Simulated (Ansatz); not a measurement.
# A failed many-body run on TiO2 (Anatase)

Aim: the G0W0 gap of TiO2 (Anatase). The first input has a fault.

Calculated with Ansatz 0.2.0; G0W0 on PBE, plane waves, PAW.

### 1. Set-up

It takes space group I4_1/amd (No. 141, tetragonal). The conventional cell has a = 3.784 Å, b = 3.784 Å, c = 9.515 Å, α = 90.00°, β = 90.00°, γ = 90.00°. Nearest to Ti lie 6 O at 1.93 to 1.98 Å. Nearest to O lie 3 Ti at 1.93 to 1.98 Å. Farther neighbours and most contacts between anions are not listed.

The cell and positions come from the Crystallography Open Database and are kept as given unless a step says otherwise. The default PAW set here is soft_2. Its files were made with PBE.

### 2. First try

input.yaml

```yaml
crystal:
  lattice:
    - [-1.8921, 1.8921, 4.7573]
    - [1.8921, -1.8921, 4.7573]
    - [1.8921, 1.8921, -4.7573]
  atoms:
    - { symbol: Ti, position: [0.0, 0.0, 0.0] }
    - { symbol: Ti, position: [0.75, 0.25, 0.5] }
    - { symbol: O, position: [0.2081, 0.2081, 0.0] }
    - { symbol: O, position: [0.9581, 0.4581, 0.5] }
    - { symbol: O, position: [0.5419, 0.0419, 0.5] }
    - { symbol: O, position: [0.7919, 0.7919, 0.0] }
kpoints:
  mp_grid: { grid: [4, 4, 4] }
hamiltonian:
  xc: pbe
scf:
  occupations: { method: fixed }
gw:
  n_empty_bands: 71
  ecut_chi: 60
  qp_bands: [v2, c2]
  qp_kpoints: band_edges
  screening: { model: contour_deformation }
  static_remainder: true
```

Command:

```bash
$ ansatz run input.yaml --threads 3 --pin off --max-ram 64512MiB --backend cuda --events-out ev --progress --plain --runs-dir out --devices 1 --max-vram 24GiB  # rebuilt from the run's record
```

Numbers of over 12 decimals in the logs are rounded to 6 here.

Log:

```text
Error: gw.static_remainder: true with hamiltonian.pseudopotentials.kind: paw|paw_fr|all_electron — the remainder's closure is formed of plane waves alone, without the terms of the atoms; leave out gw.static_remainder, or use kind: nc
```

It took 0.03 s on 3 threads of AMD EPYC 7R13 (Zen 3), shared host; peak memory 0.07 GiB.

**What went wrong?**

The program refused the input before any cycle.

The program's message: “Error: gw.static_remainder: true with hamiltonian.pseudopotentials.kind: paw|paw_fr|all_electron — the remainder's closure is formed of plane waves alone, without the terms of the atoms; leave out gw. …”

The fault: static remainder on PAW. The remainder's closure is built from plane waves alone and lacks the terms inside the atoms.

### 3. A better input

G0W0 replaces the xc potential by the self-energy, built once from these orbitals. Only a window of levels is corrected, while the sums run over the empty bands that the input names.

input.yaml, as its differences from that of step 2:

```diff
@@ -13,3 +13,3 @@
 kpoints:
-  mp_grid: { grid: [4, 4, 4] }
+  mp_grid: { grid: [6, 6, 6] }
 hamiltonian:
@@ -19,4 +19,4 @@
 gw:
-  n_empty_bands: 71
-  ecut_chi: 60
+  n_empty_bands: 154
+  ecut_chi: 100.0
   qp_bands: [v2, c2]
@@ -24,2 +24 @@
   screening: { model: contour_deformation }
-  static_remainder: true
```

Log:

```text
GPUs: using 1 of 1 available (devices: 1).
[...]
device memory: the entry about to start is reckoned to put 1.2 GiB on a device that reports 70.4 GiB free (of which the cap on the GPU budget leaves the run 24.0 GiB)
GPU FFT provider: cuFFT
GPU libraries: cuBLAS 13.8.1, cuFFT 12.4.0, cuSOLVER 12.3.2
Crystal: 6 atoms, lattice volume = 68.125 Å³
Basis set: ecut = 420 eV, 1315 PW (Γ)
Bands: 30, of which v1, the nominal top of the filled ones, is band 24 counted from 1 (23 counted from 0)
Symmetry: 16 space group operations
[...]
k-points: 30 of 216
[...]
GPU buffer pool allocated for 64000 grid points (all kernels)
GPU transforms: local potential and band sums: pruned to the plane-wave sphere, on 40×40×40
[...]
SCF iter   1: F=—  HF=-7277.469444 eV  |F-HF|=—  |Δ(HF+E_count)|=         —  Δρ=3.44e-3  dr2=3.18e-3  ethr=1.77e-3  ⟨swp⟩=4.1  Hψ=3412  notcnv=0  defer=78
[...]
0    23      6.8603   -25.3206     4.8182   -20.3244  0.7055     6.6815     6.6822  root
     0    24      6.8603   -25.3206     4.8182   -20.3244  0.7055     6.6815     6.6822  root
     0    25      9.4571   -13.0752    -6.3888   -20.7917  0.7329    10.8199    10.7848  root
     0    26     10.1979   -13.4563    -7.2394   -22.1402  0.7126    11.6955    11.6424  root
     1    23      6.6813   -25.8880     4.8122   -20.8930  0.7144     6.4978     6.4985  root
     1    24      7.0711   -25.7413     4.7814   -20.8004  0.7124     6.9112     6.9117  root
     1    25     10.2981   -13.3669    -7.2875   -22.0988  0.7126    11.7961    11.7425  root
     1    26     10.3998   -14.3012    -6.2979   -21.9275  0.7135    11.7707    11.7283  root
[...]
29    23      7.2097   -26.1440     4.6544   -21.3790  0.7181     7.0988     7.0991  root
    29    24      7.2097   -26.1440     4.6544   -21.3790  0.7181     7.0988     7.0991  root
    29    25      9.8146   -13.2308    -6.7941   -21.4109  0.7237    11.2441    11.2006  root
    29    26      9.8146   -13.2308    -6.7941   -21.4109  0.7237    11.2441    11.2006  root
[key lines of the parts left out:]
SCF converged after 6 iterations
Free energy (F): -7277.471112 eV
Fermi energy:    7.290149 eV
```

The job ended after 23 s (1 × NVIDIA H100 80GB HBM3 (shared by 3 runs) with 3 threads; peak memory 1.4 GiB; 41 s of CPU time).

In the SCF lines HF is the Harris–Foulkes energy and dr2 the Hartree energy of the density residual, in eV; the loop may stop once dr2 is under the threshold and the program's other checks hold. Hψ counts applications of the Hamiltonian.

Numbers from this step:

| Quantity | Value |
| --- | --- |
| bands summed | 178 |
| RPA ε∞ on this mesh (eigenvalues) | 6.057, 6.645, 6.645 |
| plane waves in the screening matrix | 155 |
| q-points in the mesh | 216 |
| G0W0 gap on the mesh | 3.618 eV |
| k of the valence top | 0, 0, -0.5 |
| k of the conduction bottom | 0, 0, 0 |
| starting gap on the mesh | 2.167 eV |
| Z at the valence top | 0.7124 |
| Z at the conduction bottom | 0.7329 |
| least direct G0W0 gap on the computed points | 3.944 eV |

The gap on the mesh goes from 2.17 eV to 3.62 eV, a correction of +1.45 eV. Between the two edge states, bare exchange in place of the xc potential would open the gap by 12.59 eV, and correlation takes back 11.14 eV.

### 4. Results

```yaml
first_try: refused after 0.03 s
better_run: G0W0 gap on the mesh 3.62 eV (6×6×6 mesh, 154 empty bands, screening to 100 eV)
```

In words: The second run differs in: mesh, empty bands, screening cutoff (eV) and static remainder. Bands and cutoff are finite, so the gap is not at the basis limit. The miss can reach some tenths of an eV and take either sign; the mesh is an error of its own.

[Paths, hosts, dates, memory and timing lines, banners, echoed tables and standing remarks are left out of the program output.]

[Logs are printed without paths, hosts, clocks, repeated set-up lines and the standing remarks that a program may print on its own settings, such as how far it seeks lower states.]

[Runs of the session that timed out or met a known fault of the program may be left out.]

[Cells called generated may have been cut or substituted from an entry of the Crystallography Open Database or the Materials Project.]

[Hosts, paths, dates, database ids (printed as entryN), source tags and the programs' standing remarks are cut or masked in the printed files.]
